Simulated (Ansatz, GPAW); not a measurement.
# STM contrast on a 7-layer slab of Re(0001), part 2 of 2

Wanted: filled- and empty-state images of a 7-layer slab of Re(0001), with its work function.

GPAW 26.7.0 and Ansatz 0.2.0; GPAW, PAW setups; slab in vacuum (the session's first sound run).

So far, upper work function (eV): step 2 (relaxing the atoms) 4.93; step 3 (bands at fixed density, height 4 Å, STM [-2.0, -1.0, 1.5] V) 4.93.

### 4. A second plane-wave code

A second program with its own datasets checks the number independently.

This step: Ansatz plane waves; slab in vacuum with a dipole correction; PAW set soft_1 (Ansatz 0.2.0).

input.yaml

```yaml
crystal:
  lattice:
    - [2.76, 0.0, 0.0]
    - [1.38, 2.3902301144, 0.0]
    - [0.0, 0.0, 29.3722]
  atoms:
    - { symbol: Re, position: [0.0, 0.0, 0.2723663873] }
    - { symbol: Re, position: [0.6666659853, 0.6666680293, 0.3482442582] }
    - { symbol: Re, position: [0.0, 0.0, 0.4241221291] }
    - { symbol: Re, position: [0.6666659853, 0.6666680293, 0.5010822549] }
    - { symbol: Re, position: [0.0, 0.0, 0.5765845447] }
    - { symbol: Re, position: [0.6666659853, 0.6666680293, 0.6551580707] }
    - { symbol: Re, position: [0.0, 0.0, 0.7274098718] }
kpoints:
  mp_grid: { grid: [13, 13, 1] }
hamiltonian:
  xc: pbe
  pseudopotentials: { kind: paw, azcp: { folder: soft_1 } }
scf:
  occupations: { method: fermi_dirac, width: 0.1 }
efield:
  axis: 3
  dipole_correction: true
  ramp_width: 0.05
output:
  forces: true
  write_potential: true
  write_density: true
  volumetric_format: npy
  elf: true
```

On the command line:

```sh
$ ansatz run input.yaml --threads 4 --pin off --max-ram 8192MiB --backend cpu --events-out ev --progress --plain --runs-dir out
```

Numbers of over 12 decimals in the logs are rounded to 6 here.

The program printed:

```text
Warning: the atoms were moved onto the symmetric positions of the space group found under crystal.symmetry.tolerance 1.0e-5 (fractional; no operation is sought that the atoms, as they stand in a round, miss by more than twice it, and no atom is moved by as much as it), and the run uses the moved positions. Before a round's move an operation carried an atom to 3.22e-6 Å from where it should land, the largest such dist [...]
Engine: ansatz 0.2.0, aarch64-unknown-linux-gnu
Pseudopotentials: kind: paw
Pseudopotential: Re, paw, valence charge 15, recommended cutoff 420 eV (normal), soft_1/Re.paw.azcp
Functional definition: PBE
  parameter kappa = 0.804
  parameter beta = 0.066725
  exchange = pbe_x(kappa = kappa, mu = beta*pi^2/3)
  correlation = pbe_c(beta = beta)
Crystal: 7 atoms, lattice volume = 193.769 Å³
Basis set: ecut = 420 eV, 3789 PW (Γ), exchange–correlation on 40×40×400 points (8 copies of the dense FFT grid, shifted against one another)
Bands: 63, of which v1, the nominal top of the filled ones, is band 53 counted from 1 (52 counted from 0)
Symmetry: 6 space group operations
Space group: P3m1 (ITA 156), of the structure as read, at distance tolerance 5.8e-5 Å
k-points: 21 of 169 (time reversal used)
Non-local potential: Re, projectors of the file, l = 0: 3, l = 1: 2, l = 2: 2, l = 3: 1
PAW form: soft (Blöchl's): semilocal exchange-correlation on the pseudo side does not see the compensation charge
PAW one-centre angular grid: Re, 590 points (default); XC on 64 Gauss nodes
Initial density: superposition of atomic densities (neutral atoms: chi_scale 0, normalization atom)
Initial wavefunctions: pseudopotential atomic-orbital guess
Functional: x = pbe(κ = 0.804, μ = 0.219515), c = pbe(β = 0.066725)
SCF iter   1: F=—  HF=-76085.413440 eV  |F-HF|=—  |Δ(HF+E_count)|=         —  Δρ=4.90e-2  dr2=3.82e1  ethr=3.10e-3  p=-0.000 e·Å  D=-7.01e-7 V/Å  ΔV_dip=0.00 eV  dr2_dipole=1.93e0  V_vac-E_F(+/−)=7.50/7.50 eV  ⟨swp⟩=8.3  Hψ=6275  notcnv=0
efield: sawtooth ramp at fractional position 0.9749 (placed from the atoms, in the widest stretch of the axis that holds none; the zero of the levels goes with the place), width 0.0500; the density the first Hamiltonian is built on has a dipole p = -0.000 e·Å; the dipole correction subtracts the counter field D = -7.01e-7 V/Å, which shifts the + side's vacuum level by +0.00 eV against the − side's; the planar-averaged density in the ramp window peaks in size at 4.4e-6 e/Å³
preconditioner: auto → LDOS  [metal: Δε(μ)=0.021 eV  Ē_g=5.530 eV  σ=0.100 eV  W_gap=0.05  n_scr=22 (ndim 8)  ℏωp=18.7 eV  f_vac=0.417  D(μ)=5.20/eV (n_scr^D=20)  β→1.0]
SCF iter   2: F=—  HF=-76084.260371 eV  |F-HF|=—  |Δ(HF+E_count)|=    1.15e0  Δρ=3.48e-2  dr2=1.20e1  ethr=3.10e-3  p=-0.001 e·Å  D=-1.27e-3 V/Å  ΔV_dip=0.04 eV  dr2_dipole=5.37e-1  V_vac-E_F(+/−)=4.01/3.97 eV  ⟨swp⟩=3.7  Hψ=3360  notcnv=0  defer=16
SCF iter   3: F=—  HF=-76083.007694 eV  |F-HF|=—  |Δ(HF+E_count)|=    1.25e0  Δρ=7.92e-3  dr2=4.35e-1  ethr=3.10e-3  p=-0.001 e·Å  D=-1.12e-3 V/Å  ΔV_dip=0.03 eV  dr2_dipole=4.35e-3  V_vac-E_F(+/−)=5.40/5.37 eV  ⟨swp⟩=3.6  Hψ=2945  notcnv=0  defer=16
SCF iter   4: F=—  HF=-76082.926573 eV  |F-HF|=—  |Δ(HF+E_count)|=   8.11e-2  Δρ=2.25e-3  dr2=1.86e-2  ethr=4.14e-4  p=0.001 e·Å  D=1.34e-3 V/Å  ΔV_dip=-0.04 eV  dr2_dipole=2.15e-3  V_vac-E_F(+/−)=5.11/5.15 eV  ⟨swp⟩=2.9  Hψ=2576  notcnv=0  defer=14
SCF iter   5: F=—  HF=-76082.925611 eV  |F-HF|=—  |Δ(HF+E_count)|=   9.61e-4  Δρ=9.13e-4  dr2=5.05e-3  ethr=1.77e-5  p=0.002 e·Å  D=1.71e-3 V/Å  ΔV_dip=-0.05 eV  dr2_dipole=5.26e-4  V_vac-E_F(+/−)=5.02/5.07 eV  ⟨swp⟩=2.8  Hψ=2267  notcnv=0  defer=14
SCF iter   6: F=—  HF=-76082.925943 eV  |F-HF|=—  |Δ(HF+E_count)|=   3.32e-4  Δρ=3.59e-4  dr2=6.34e-4  ethr=4.81e-6  p=0.003 e·Å  D=2.39e-3 V/Å  ΔV_dip=-0.07 eV  dr2_dipole=1.61e-5  V_vac-E_F(+/−)=4.97/5.04 eV  ⟨swp⟩=2.1  Hψ=1919  notcnv=0  defer=14
SCF iter   7: F=—  HF=-76082.925949 eV  |F-HF|=—  |Δ(HF+E_count)|=   6.07e-6  Δρ=9.09e-5  dr2=8.92e-5  ethr=6.04e-7  p=0.003 e·Å  D=2.66e-3 V/Å  ΔV_dip=-0.08 eV  dr2_dipole=1.06e-5  V_vac-E_F(+/−)=4.95/5.02 eV  ⟨swp⟩=2.8  Hψ=2141  notcnv=0  defer=14
SCF iter   8: F=—  HF=-76082.925858 eV  |F-HF|=—  |Δ(HF+E_count)|=   9.16e-5  Δρ=4.88e-5  dr2=1.86e-5  ethr=8.50e-8  p=0.003 e·Å  D=2.82e-3 V/Å  ΔV_dip=-0.08 eV  dr2_dipole=6.91e-6  V_vac-E_F(+/−)=4.93/5.02 eV  ⟨swp⟩=2.2  Hψ=1875  notcnv=0  defer=14
SCF iter   9: F=—  HF=-76082.925859 eV  |F-HF|=—  |Δ(HF+E_count)|=   1.41e-6  Δρ=1.24e-5  dr2=8.82e-7  ethr=1.77e-8  p=0.003 e·Å  D=2.93e-3 V/Å  ΔV_dip=-0.09 eV  dr2_dipole=5.79e-8  V_vac-E_F(+/−)=4.93/5.01 eV  ⟨swp⟩=2.2  Hψ=1882  notcnv=0  defer=14
SCF iter  10: F=—  HF=-76082.925859 eV  |F-HF|=—  |Δ(HF+E_count)|=   1.64e-7  Δρ=5.11e-6  dr2=1.44e-7  ethr=9.52e-11  p=0.003 e·Å  D=2.97e-3 V/Å  ΔV_dip=-0.09 eV  dr2_dipole=3.45e-9  V_vac-E_F(+/−)=4.93/5.01 eV  ⟨swp⟩=17.7  Hψ=12416  notcnv=0
SCF iter  11: F=-76082.925860 eV  HF=-76082.925860 eV  |F-HF|=1.02e-8  |Δ(HF+E_count)|=   7.67e-8  Δρ=1.54e-6  dr2=5.13e-9  ethr=9.52e-11  p=0.003 e·Å  D=2.98e-3 V/Å  ΔV_dip=-0.09 eV  dr2_dipole=3.07e-10  V_vac-E_F(+/−)=4.92/5.01 eV  ⟨swp⟩=10.6  Hψ=9563  notcnv=0
SCF 1 converged in 11 iterations: F = -76082.925860 eV  dr2 = 5.13e-9
  greatest PAW one-centre occupation: 1.000 electrons in one spin orbital (limit 2), on the Re atom at site 5 (counted from 0), in its partial waves of l = 0
WARN: The output density's exchange-correlation potential varies sharply where the density is thin. Do not read a vacuum level from v_tot or v_xc, or from such a field of the output density. On a cell that repeats whose density bears no net charge and no dipole along the vacuum's axis use v_es (v_loc + v_h of the components); under efield.dipole_correction with no amplitude use v_es + v_field, which holds any externa [...]
SCF converged after 11 iterations
Free energy (F): -76082.925860 eV
Harris-Foulkes:  -76082.925860 eV  (|F-HF|=1.02e-8)
Internal energy: -76082.728441 eV  (E = F + TS)
E sigma→0 (E₀):  -76082.827150 eV
Entropy (-TS):   -0.197419 eV (-28.203 meV/atom)
Fermi energy:    10.547634 eV
Dipole field:    D = 0.002954 V/Å  (p = 0.003163 e·Å, saw-weighted, corrected)
Work function:   Φ+ = 4.9253 eV   Φ− = 5.0121 eV
Levels:          The Fermi level and band energies are counted from a zero that moves with the ramp; work functions are not
--- Per-component energies (eV) ---
  E_band       = -1910.616735
  E_kinetic    = 3653.281262
  E_local      = -169315.200724  (includes V_loc(G=0)·N_el)
  E_nonlocal   = 563.232352
  E_hartree    = 83137.162463
  E_xc         = -2491.918799
  E_vxc        = -2025.332384  (∫ρ·V_xc dr)
  E_paw        = -60932.322578  (= ΣΔE_a)
  E_vpaw       = -1060.914070  (= ΣTr[D̂ρ^β])
  E_aug_tail   = 0.000360  (compensation charges beyond the density's cutoff)
  E_efield     = 0.000005  (sawtooth field / dipole correction)
  E_vefield    = -0.007474  (∫n·V_field dr)
  E_ewald      = 69303.037218
  E_smearing   = -0.197419  (= −TS)
  E_closure    = 0.000000  (closes the sum)
  Σ components = -76082.925860   (vs F -76082.925860, Δ=0.00e0)
--- Forces (eV/Å), atoms counted from 1 ---
  atom   1  Re     0.00000000     0.00000000     0.78265168
  atom   2  Re    -0.00000000    -0.00000000    -1.09382531
  atom   3  Re     0.00000000     0.00000000     0.26068297
  atom   4  Re    -0.00000000    -0.00000000     0.02553034
  atom   5  Re     0.00000000     0.00000000    -0.01512097
  atom   6  Re    -0.00000000    -0.00000000     0.01581787
  atom   7  Re     0.00000000     0.00000000     0.02427110
  max |Σ_I F_I| component: 7.69e-6 eV/Å
--- Band table (eV; the first three rows and the last of 21) ---
  k-point 0: bands = [... 49 lower, 9.2683, 9.4886, 9.4886, 9.6088, 9.6894, 9.6894, 10.6696, 11.0106, ... 6 higher]
  k-point 1: bands = [... 49 lower, 9.3338, 9.4501, 9.4879, 9.6645, 9.8100, 9.8911, 10.3276, 10.4814, ... 6 higher]
  k-point 2: bands = [... 49 lower, 9.5954, 9.5974, 9.6760, 9.8146, 9.9626, 10.0589, 10.0707, 10.4699, ... 6 higher]
  k-point 20: bands = [... 49 lower, 9.1042, 10.2766, 10.3251, 10.5363, 11.3751, 12.4015, 12.5675, 12.8611, ... 6 higher]
```

Run time: 12 s. Hardware: 4 threads of Arm Neoverse V1, shared host; peak memory 0.64 GiB; 45 s of CPU time.

Numbers from this step:

```yaml
free_energy: -76082.9259 eV
smearing_term_ts: 0.1974 eV
symmetry_operations: 6
upper_work_function: 4.925 eV
lower_work_function: 5.012 eV
dipole_along_the_normal: 0.003163 e·Å
dipole_field: 0.002954 V/Å
vacuum_level_above: 15.47 eV
vacuum_level_below: 15.56 eV
```

The electrostatic potential energy of an electron (with the applied field's), less the Fermi level, planar mean oscillates, so the rows of the table below give means over windows of 2.2 Å about each position, cut where the curve ends. Its maxima inside the range that stand out by 2 % of the span (Å: eV): 9.1: -2.20, 11.3: -2.35, 13.7: -2.09, 15.9: -2.33, 18.1: -1.58, 20.3: -3.35. Its minima: 7.9: -25.0, 10.3: -25.3, 12.5: -25.3, 14.7: -25.3, 16.9: -25.2, 19.2: -25.4, 21.3: -25.0.

The electrostatic potential energy of an electron (with the applied field's), less the Fermi level, planar mean by z; means over each step:

z (Å), electrostatic potential energy of an electron (with the applied field's), less the Fermi level, planar mean (eV) and a bar from the least value:
```
     1.10        5.0 ##############################
     3.30        5.0 ##############################
     5.50        4.6 #############################
     7.70      -13.1 ##
     9.90      -14.1 #
    12.10      -14.0 #
    14.30      -13.8 #
    16.50      -14.0 #
    18.70      -13.5 ##
    20.90      -14.5 
    23.10        2.0 #########################
    25.30        4.9 ##############################
    27.50        4.9 ##############################
```

The valence density, planar mean oscillates, so the rows of the table below give means over windows of 2.2 Å about each position, cut where the curve ends. Its maxima inside the range that stand out by 2 % of the span (Å: e/Å³): 7.9: 1.80, 10.3: 1.81, 12.5: 1.82, 14.7: 1.81, 16.9: 1.81, 19.2: 1.82, 21.3: 1.80. Its minima: 9.1: 0.385, 11.3: 0.380, 13.7: 0.369, 15.9: 0.387, 18.1: 0.341, 20.3: 0.444.

Table of valence density, planar mean by z; means over each step:

```tsv
z (Å)	valence density, planar mean (e/Å³)
3.30	5.9e-5
5.50	0.0145
7.70	0.957
9.90	1.03
12.10	1.02
14.30	1.02
16.50	1.03
18.70	0.995
20.90	1.06
23.10	0.113
25.30	4.0e-4
27.50	0
```

Force by atom:

```tsv
atom	x (eV/Å)	y (eV/Å)	z (eV/Å)	size
Re1	0.00	0.00	0.78	0.78
Re2	0.00	0.00	-1.09	1.09
Re3	0.00	0.00	0.26	0.26
Re4	0.00	0.00	0.03	0.03
Re5	0.00	0.00	-0.02	0.02
Re6	0.00	0.00	0.02	0.02
Re7	0.00	0.00	0.02	0.02
```

Valence density in the ca plane at fractional y = 0.000, with atoms of Re within 0.2 Å of it. It is the smooth field of the valence electrons, not physical close to the nuclei.

Ten even steps from '0' (0.0 e/Å³) to '9' (7.0 e/Å³), each cell a mean:
```
00002797300000001698410000001599510000000000
00001353100000000254200000000244200000000000
11000111000111000011000011100011000000000000
21000000000121000000000022100000000000000000
11000000000111000000000011100000000000000000
10000232100010000132100001000123100000000000
00002686200000001477300000001477400000000000
00003898300000002799510000001699610000000000
```
Columns run along c (16.0 Å, from fractional 0.35 to 0.90 of the cell), rows up along a (2.8 Å). Atoms in or near the plane, at fractional coordinates: Re at (0.42, 0.00), Re at (0.58, 0.00), Re at (0.73, 0.00).

Electrostatic potential energy in the ca plane at fractional y = 0.000, with atoms of Re within 0.2 Å of it. With pseudopotentials it is smooth inside the atoms' cores, unlike the true potential.

Ten even steps from '0' (-63 eV) to '9' (16 eV), each cell a mean:
```
99984000489999986100279999996200268999999999
88986323689888897423589888898522589999999999
67898767898766898767899866788877899999999999
46899989998655799988998755689988999999999999
56899888998756899888899765789888899999999999
78887545789877898644689877888644689999999999
89985101589988986201379988997300379999999999
99984000389999985100269999996100168999999999
```
Columns run along c (16.0 Å, from fractional 0.35 to 0.90 of the cell; values clipped at the 3rd and 97th percentile), rows up along a (2.8 Å). Atoms in or near the plane, at fractional coordinates: Re at (0.42, 0.00), Re at (0.58, 0.00), Re at (0.73, 0.00).

ELF in the ca plane at fractional y = 0.000, with atoms of Re within 0.2 Å of it. It is the smooth field of the valence electrons, not physical close to the nuclei.

Ten even steps from '0' (0.00) to '9' (0.72), each cell a mean:
```
45546989645544545989845644554898941100000000
34544787445333453688535433454688632110000000
43343444343344344344344344344344433211000000
64345444543465335544553356335445555321000000
54344344443454344444443355335434444321000000
33443575344333453566434333354466532210000000
34545999545444544899735543454799841100000000
45547969735555645978945654554877951000000000
```
Columns run along c (16.0 Å, from fractional 0.35 to 0.90 of the cell), rows up along a (2.8 Å). Atoms in or near the plane, at fractional coordinates: Re at (0.42, 0.00), Re at (0.58, 0.00), Re at (0.73, 0.00).

The upper face's work function is 4.925 eV, against 4.926 eV in the first plane-wave PBE run at this geometry.

### 5. Side by side

Results and costs are gathered.

This step: comparison of work functions, dipole and cost; PAW set soft_1 (GPAW 26.7.0).

Ladder, by row:

```tsv
step	code	work function, upper (eV)	work function, lower (eV)	dipole (e Å)	wall time (s)	peak memory (GiB)	threads
pw	GPAW	4.926	5.015	0.003205	1217	0.95	1
ansatz	Ansatz	4.925	5.012	0.003163	11.77	0.637	4
```

### 6. A changed run

One more run, with changed settings.

This step: GPAW, PAW setups; slab in vacuum (GPAW 26.7.0).

run.py

```python
import json
import numpy as np
from ase import Atoms
from gpaw import GPAW, PW

slab = Atoms(
    ['Re', 'Re', 'Re', 'Re', 'Re', 'Re', 'Re'],
    positions=[
        [0.00000, 0.00000, 8.00000],
        [2.76000, 1.59349, 10.22870],
        [0.00000, 0.00000, 12.45740],
        [2.76000, 1.59349, 14.71789],
        [-0.00000, -0.00000, 16.93556],
        [2.76000, 1.59349, 19.24343],
        [-0.00000, 0.00000, 21.36563]],
    cell=[[2.76, 0.0, 0.0], [1.38, 2.39023, 0.0], [0.0, 0.0, 29.3722]],
    pbc=[True, True, False])

slab.calc = GPAW(mode=PW(400), xc='PBE', kpts={'size': (13, 13, 1), 'gamma': True},
                 occupations={'name': 'fermi-dirac', 'width': 1.0}, nbands='160%',
                 convergence={'density': 1e-05}, maxiter=75,
                 poissonsolver={'dipolelayer': 'xy'},
                 symmetry={'tolerance': 1e-3}, txt='slab.txt')
result = {}
energy = slab.get_potential_energy()
fermi = slab.calc.get_fermi_level()
v = slab.calc.get_electrostatic_potential().mean((0, 1)) - fermi
n = slab.calc.get_pseudo_density().mean((0, 1))
L = slab.cell[2, 2]
z = np.arange(len(v)) * L / len(v)
low, high = slab.positions[:, 2].min(), slab.positions[:, 2].max()
below, above = np.interp([low - 5.8, high + 5.8], z, v)
slopes = [np.interp(x, z, np.gradient(v, z)) for x in (low - 5.8, high + 5.8)]
eps = np.array([[slab.calc.get_eigenvalues(k, s) for k in range(len(slab.calc.get_ibz_k_points()))]
                for s in range(slab.calc.get_number_of_spins())]) - fermi
top, bottom = eps[eps < 0].max(), eps[eps > 0].min()
dipole = slab.get_dipole_moment()[2]
print(f'energy {energy:.4f} eV, Fermi level {fermi:.4f} eV, dipole {dipole:.5f} e A')
print(f'potential 5.8 A off the faces, from the Fermi level: lower {below:.4f} eV, upper {above:.4f} eV')
print(f'slope of the potential there: lower {slopes[0]:.5f}, upper {slopes[1]:.5f} eV/A')
print(f'nearest levels on the mesh: {top:.4f} and {bottom:.4f} eV')
print('magnetic moment', round(slab.get_magnetic_moment(), 3))
result.update(energy=energy, fermi=fermi, dipole=dipole, below=below, above=above, slopes=slopes, edges=[top, bottom],
              z=z.tolist(), v=v.tolist(), n=n.tolist(), positions=slab.positions.tolist(),
              forces=slab.get_forces(apply_constraint=False).tolist(), moments=slab.get_magnetic_moments().tolist())
json.dump(result, open('result.json', 'w'))
```

On the command line:

```sh
$ OMP_NUM_THREADS=1 OPENBLAS_NUM_THREADS=1 python run.py
```

The program printed:

```text
energy -79.0770 eV, Fermi level 5.4336 eV, dipole 0.00128 e A
potential 5.8 A off the faces, from the Fermi level: lower 5.4261 eV, upper 5.3899 eV
slope of the potential there: lower -0.02452, upper 0.02543 eV/A
nearest levels on the mesh: -0.0589 and 0.0042 eV
magnetic moment 0.0
```

It took 5.2 min on 1 thread; peak memory 0.28 GiB.

The run finished. A setting was moved off its sound value on purpose, so it serves as a test and not as the result.

The fault put into the input: a smearing of electronvolts (width = 1.0).

### 7. What came out

* work function, upper and lower face: 4.926 and 5.015 eV
* dipole along the normal: 0.00320 e Å
* corrugation at -2 V: 0.0143 Å
* corrugation at -1 V: 0.0116 Å
* corrugation at 1.5 V: 0.0151 Å

In words: In GPAW's constant-current maps the tip height varies by under 0.05 Å at every bias shown (0.015 Å at most), which is near the numerical ripple of the maps: an s-wave tip would see an almost flat surface. Negative sample bias images filled states, positive bias empty ones. The two faces differ by 0.088 eV, the step that the slab's dipole makes (e p/(ε0 A) gives 0.088 eV), so the dipole layer is needed. The lowest atoms were held at bulk positions, which alone makes the faces unlike. The measured value for this face is 5.15 eV (as compiled in "Anisotropic work function of elemental crystals", 2019, arxiv:1902.07811); the relaxed upper face lies 0.22 eV under it with PBE. Measured work functions scatter by a tenth of an eV or more between methods. The two plane-wave codes differ by 9.5e-4 eV on the upper face. The images are of Tersoff-Hamann type: an s-wave tip, no tip-sample forces, heights closer than in a microscope. The in-plane lattice was kept as typed, which isn't the functional's own and leaves some strain; spin-orbit coupling and temperature are left out.

[Logs are printed without paths, hosts, clocks, repeated set-up lines and the standing remarks that a program may print on its own settings, such as how far it seeks lower states.]

[Hosts, paths, dates, database ids (printed as entryN), source tags and the programs' standing remarks are cut or masked in the printed files.]
